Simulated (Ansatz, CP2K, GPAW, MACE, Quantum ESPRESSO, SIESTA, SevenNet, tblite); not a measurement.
# Running twisted graphene double bilayer, 27.80° (104 atoms) with SIESTA, part 2 of 2

How do the settings of SIESTA change the result for twisted graphene double bilayer, 27.80° (104 atoms)? A plane-wave run serves as the yardstick.

Program: SIESTA 5.4.2; the method stands at each step. Banners, paths, timers and routine set-up lines are dropped from the logs unmarked, and long logs keep their key lines alone; longer cuts are marked. The potentials were converted by us to PSML.

So far. Step 3 (PBE, SZP, shift 0.01 Ry, mesh 300 Ry): Against the first run (12 %), the force difference from the reference is 25 %, at 0.69 times the CPU time, with 936 basis functions against 1352: the smaller basis costs accuracy. Step 4 (PBE, TZP, shift 0.01 Ry, mesh 300 Ry): Against the first run (12 %), the force difference from the reference is 9.7 %, at 1.4 times the CPU time (on 4 against 2 cores), with 1768 basis functions against 1352: the larger basis brings the forces nearer.

### 5. PBEsol, DZP, shift 0.01 Ry, mesh 300 Ry

Method: Kohn-Sham DFT, PBEsol, PseudoDojo 0.4.1 norm-conserving pseudopotentials (converted to PSML), numerical atomic orbitals (DZP), diagonalisation.

The pseudopotential files are exchanged too: the .psml files are now those for PBEsol.

input.fdf reads:

```
SystemLabel cell
NumberOfAtoms 104
NumberOfSpecies 1
%block ChemicalSpeciesLabel
  1 6 C
%endblock ChemicalSpeciesLabel
LatticeConstant 1.0 Ang
%block LatticeVectors
  8.86970 0.00000 0.00000
  -4.43485 7.68139 0.00000
  0.00000 0.00000 24.18000
%endblock LatticeVectors
PAO.BasisSize DZP
PAO.EnergyShift 0.01 Ry
XC.Functional GGA
XC.Authors PBEsol
MeshCutoff 300 Ry
%block kgrid_Monkhorst_Pack
  1 0 0 0.0
  0 1 0 0.0
  0 0 1 0.0
%endblock kgrid_Monkhorst_Pack
SolutionMethod diagon
OccupationFunction FD
ElectronicTemperature 580 K
SCF.Mixer.Method Pulay
SCF.Mixer.Weight 0.05
SCF.Mixer.History 8
SCF.Mix Hamiltonian
MaxSCFIterations 300
SCF.DM.Tolerance 1e-04
SCF.H.Tolerance 1.0e-3 eV
WriteForces T
Write.HirshfeldPop T
Write.VoronoiPop T
Write.DM F
Write.H F
XML.Write F
AtomicCoordinatesFormat Fractional
%block AtomicCoordinatesAndAtomicSpecies
[... 104 atom lines left out: the same atoms as in the first run ...]
%endblock AtomicCoordinatesAndAtomicSpecies
```

Run with:

```
> OMP_NUM_THREADS=1 mpirun -np 2 siesta < input.fdf > output.txt
```

The program printed:

```text
Version         : 5.4.2
reinit: System Name:
reinit: System Label: cell
initatom: Reading input for the pseudopotentials and atomic orbitals ----------
Species number:   1 Atomic number:    6 Label: C
Ground state valence configuration (from tables):   2s02  2p02  3d00  4f00
---- Processing specs for species: C
GGA--PBEsol XC_GGA_X_PBE_SOL--XC_GGA_C_PBE_SOL ps
C pseudopotential only contains V_ls up to l=1 -- lmxkb reset.
Using PAO.SplitTailNorm
%block ChemicalSpeciesLabel
    1    6 C                       # Species index, atomic number, species label
[... lines left out ...]
stepf: Fermi-Dirac step function
        iscf     Eharris(eV)        E_KS(eV)     FreeEng(eV)     dDmax    Ef(eV) dHmax(eV)
[... lines left out ...]
SCF Convergence by DM+H criterion
[... lines left out ...]
SCF cycle converged after 14 iterations
[... lines left out ...]
   Max   11.624506
[... lines left out ...]
   Max   11.624506    constrained
Stress tensor Voigt[x,y,z,yz,xz,xy] (kbar):     -119.64     -135.62        8.68       -2.64        2.55       -5.56
[... lines left out ...]
siesta: FreeEng =    -16941.917131
[... lines left out ...]
siesta:         Corr. =    -577.809276
siesta:   Exch.-corr. =   -6022.875903
siesta:  Ion-electron = -211353.236564
siesta:       Ion-ion =   88431.842422
siesta:         Total =  -16941.917131
siesta:         Fermi =      -4.678888
siesta: Stress tensor (static) (eV/Ang**3):
siesta:    -0.074676   -0.003474    0.001594
siesta:    -0.003473   -0.084645   -0.001646
siesta:     0.001594   -0.001646    0.005415
siesta: Cell volume =       1647.422690 Ang**3
siesta: Pressure (static):
siesta:                Solid            Molecule  Units
siesta:           0.00055875          0.00102110  Ry/Bohr**3
siesta:           0.05130208          0.09375269  eV/Ang**3
siesta:          82.19499464        150.20837275  kBar
    Orbital volume contribution        =          39.157061 eV
    (Free)E + p_basis*V_orbitals       =      -16902.760070 eV
    (Free)Eharris+ p_basis*V_orbitals  =      -16902.760072 eV
siesta: Electric dipole (a.u.)  =   -0.000000   -0.000000   -0.005115
siesta: Electric dipole (Debye) =   -0.000000   -0.000000   -0.013000
Hirshfeld Atomic Populations:
Atom #   charge [q] valence [e]  Species
     1    -0.002935    4.002935  C
     2     0.003501    3.996499  C
     3    -0.009240    4.009240  C
[...]
--------------------
 Total     0.000021
Voronoi Atomic Populations:
Atom #   charge [q] valence [e]  Species
[...]
103     0.004252    3.995748  C
   104     0.005679    3.994321  C
--------------------
 Total     0.000021
```

The job ended after 1.8 min (2 MPI ranks of Arm Neoverse V2, shared host; peak memory 1.4 GiB; 3.6 min of CPU time).

Against the reference:

| Quantity | Value |
| --- | --- |
| r.m.s. force component | 3.301 eV/Å |
| r.m.s. difference of force components | 394.1 meV/Å |
| longest difference of force vectors | 1972 meV/Å |
| force difference over r.m.s. force | 13.3 % |
| slope of forces against the reference's | 1.112 |
| correlation of force components | 0.9979 |

Against the first run (12 %), the force difference from the reference is 13 %, at 0.94 times the CPU time; the model has changed, so this is no error of the program alone.

### 6. PBE, DZ, shift 0.01 Ry, mesh 300 Ry

Method: Kohn-Sham DFT, PBE, PseudoDojo 0.4.1 norm-conserving pseudopotentials (converted to PSML), numerical atomic orbitals (DZ), diagonalisation.

The pseudopotential files are exchanged too: the .psml files are now those for PBE.

input.fdf, as its differences from that of step 5:

```diff
@@ -12,6 +12,6 @@
 %endblock LatticeVectors
-PAO.BasisSize DZP
+PAO.BasisSize DZ
 PAO.EnergyShift 0.01 Ry
 XC.Functional GGA
-XC.Authors PBEsol
+XC.Authors PBE
 MeshCutoff 300 Ry
```

Run with:

```
> OMP_NUM_THREADS=1 siesta < input.fdf > output.txt
```

The program printed:

```text
Version         : 5.4.2
reinit: System Name:
reinit: System Label: cell
initatom: Reading input for the pseudopotentials and atomic orbitals ----------
Species number:   1 Atomic number:    6 Label: C
Ground state valence configuration (from tables):   2s02  2p02  3d00  4f00
---- Processing specs for species: C
GGA--PBE XC_GGA_X_PBE--XC_GGA_C_PBE pb
C pseudopotential only contains V_ls up to l=1 -- lmxkb reset.
Using PAO.SplitTailNorm
%block ChemicalSpeciesLabel
    1    6 C                       # Species index, atomic number, species label
%endblock ChemicalSpeciesLabel
%block PAO.Basis                 # Define Basis set
C                     2                    # Species label, number of l-shells
 n=2   0   2                         # n, l, Nzeta
   4.484      3.048
[... lines left out ...]
Total number of electrons:   416.000000
[... lines left out ...]
stepf: Fermi-Dirac step function
        iscf     Eharris(eV)        E_KS(eV)     FreeEng(eV)     dDmax    Ef(eV) dHmax(eV)
[... lines left out ...]
SCF Convergence by DM+H criterion
[... lines left out ...]
SCF cycle converged after 13 iterations
[... lines left out ...]
   Max   11.887616
[... lines left out ...]
   Max   11.887616    constrained
Stress tensor Voigt[x,y,z,yz,xz,xy] (kbar):     -129.14     -145.34       -4.79       -2.70        2.67       -5.51
[... lines left out ...]
siesta: Ena     =      7718.935265
siesta: Ekin    =     11844.185736
siesta: Enl     =      -648.663940
siesta: DEna    =      -494.714871
siesta: DUscf   =        29.617918
siesta: Ex      =     -5551.184950
siesta: Ec      =      -530.856864
siesta: Exc     =     -6082.041814
siesta: Eharris =    -16977.500384
siesta: Etot    =    -16977.500383
siesta: FreeEng =    -16977.500383
siesta: Final energy (eV):
siesta:  Band Struct. =   -5640.099718
siesta:       Kinetic =   11844.185736
siesta:       Hartree =  100334.016825
siesta:         Exch. =   -5551.184950
siesta:         Corr. =    -530.856864
siesta:   Exch.-corr. =   -6082.041814
siesta:  Ion-electron = -211496.418433
siesta:       Ion-ion =   88422.757302
siesta:         Total =  -16977.500383
siesta:         Fermi =      -4.253399
siesta: Stress tensor (static) (eV/Ang**3):
siesta:    -0.080604   -0.003436    0.001668
siesta:    -0.003437   -0.090712   -0.001687
siesta:     0.001668   -0.001687   -0.002993
siesta: Cell volume =       1647.422690 Ang**3
siesta: Pressure (static):
siesta:                Solid            Molecule  Units
siesta:           0.00063282          0.00107745  Ry/Bohr**3
siesta:           0.05810295          0.09892649  eV/Ang**3
siesta:          93.09119290        158.49771536  kBar
    Orbital volume contribution        =          26.546602 eV
    (Free)E + p_basis*V_orbitals       =      -16950.953781 eV
    (Free)Eharris+ p_basis*V_orbitals  =      -16950.953781 eV
siesta: Electric dipole (a.u.)  =   -0.000000   -0.000000   -0.003664
siesta: Electric dipole (Debye) =   -0.000000   -0.000000   -0.009312
Hirshfeld Atomic Populations:
Atom #   charge [q] valence [e]  Species
     1    -0.001796    4.001796  C
     2     0.002129    3.997871  C
     3    -0.007089    4.007089  C
[...]
--------------------
 Total    -0.000005
Voronoi Atomic Populations:
Atom #   charge [q] valence [e]  Species
[...]
103     0.003310    3.996690  C
   104     0.004462    3.995538  C
--------------------
 Total    -0.000005
```

Run time: 70 s. Hardware: 1 thread; peak memory 0.73 GiB.

Numbers from this run, and their distance from the reference:

```
r.m.s. force component                  : 3.398 eV/Å
r.m.s. difference of force components   : 459.9 meV/Å
longest difference of force vectors     : 2274 meV/Å
force difference over r.m.s. force      : 15.52 %
slope of forces against the reference's : 1.145
correlation of force components         : 0.9989
```

This is a coarse setting, run to see what it loses.

Against the first run (12 %), the force difference from the reference is 16 %, at 0.30 times the CPU time (on 1 against 2 cores), with 832 basis functions against 1352: the smaller basis costs accuracy.

### 7. The ladder

Differences are against the plane-wave reference, forces as r.m.s. over components; share is that over the reference's r.m.s. force, slope the least-squares factor from reference forces to these. Total energies of different programs have different zeros and aren't compared.

| run | Δ force, r.m.s. (meV/Å) | share (%) | slope | cores | CPU time | memory (GiB) |
| --- | --- | --- | --- | --- | --- | --- |
| reference | - | - | - | 8 | 73 s | 1.7 |
| SIESTA PBE, DZP, shift 0.01 Ry, mesh 300 Ry | 358 | 12.1 | 1.103 | 2 | 3.8 min | 1.4 |
| SIESTA PBE, SZP, shift 0.01 Ry, mesh 300 Ry (coarse) | 726 | 24.5 | 1.187 | 2 | 2.7 min | 1.2 |
| SIESTA PBE, TZP, shift 0.01 Ry, mesh 300 Ry | 288 | 9.73 | 1.081 | 4 | 5.3 min | 2.1 |
| SIESTA PBEsol, DZP, shift 0.01 Ry, mesh 300 Ry | 394 | 13.3 | 1.112 | 2 | 3.6 min | 1.4 |
| SIESTA PBE, DZ, shift 0.01 Ry, mesh 300 Ry (coarse) | 460 | 15.5 | 1.145 | 1 | 70 s | 0.73 |

Rows marked coarse were listed beforehand as settings not expected to be converged; some can still land near the reference.

CPU time is summed over cores on a shared host, where runs went side by side, so it is rough. Symmetry, cutoffs, thresholds, outputs and thread counts weren't matched or tuned between programs; memory under MPI is the largest rank's times the ranks.

### 8. What came out

| Quantity | Value |
| --- | --- |
| nearest in forces | SIESTA PBE, TZP, shift 0.01 Ry, mesh 300 Ry, 9.7 % |
| its CPU time | 5.3 min |

The PBE runs in local orbitals, coarse settings apart, differ by 9.7 % (SIESTA PBE, TZP, shift 0.01 Ry, mesh 300 Ry) to 12 % (SIESTA PBE, DZP, shift 0.01 Ry, mesh 300 Ry); basis, grid and potentials can all enter. Rows with another functional or a dispersion term differ by 13 % (SIESTA PBEsol, DZP, shift 0.01 Ry, mesh 300 Ry), which mixes the change of model with differences of basis and potentials. Runs with settings chosen to be coarse differ by 16 % (SIESTA PBE, DZ, shift 0.01 Ry, mesh 300 Ry) to 25 % (SIESTA PBE, SZP, shift 0.01 Ry, mesh 300 Ry), their programs' other errors included. None of the electronic-structure runs in the table takes under half the reference's CPU time of 73 s; they take 0.96 to 4.4 times as much. SIESTA PBE, SZP, shift 0.01 Ry, mesh 300 Ry stiffens the forces by a factor of 1.19 while following their directions (correlation 0.991); the slopes of the 5 SIESTA runs lie between 1.08 and 1.19. The reference's PBE has no dispersion term, which matters for the binding between molecules or layers. One k-point is far too coarse for the carbon or group-IV sheet, and it can put spurious forces of up to about 1 eV/Å on the sheet's atoms. The electronic-structure runs sample only Γ, in a cell whose shortest periodic width is 8 Å.

[Also dropped from logs without a mark: logging warnings of Python, and SIESTA's first energy breakdown and zero terms.]

[Logs are printed without paths, hosts, clocks, repeated set-up lines and the standing remarks that a program may print on its own settings, such as how far it seeks lower states.]

[Hosts, paths, dates, database ids (printed as entryN), source tags and the programs' standing remarks are cut or masked in the printed files.]
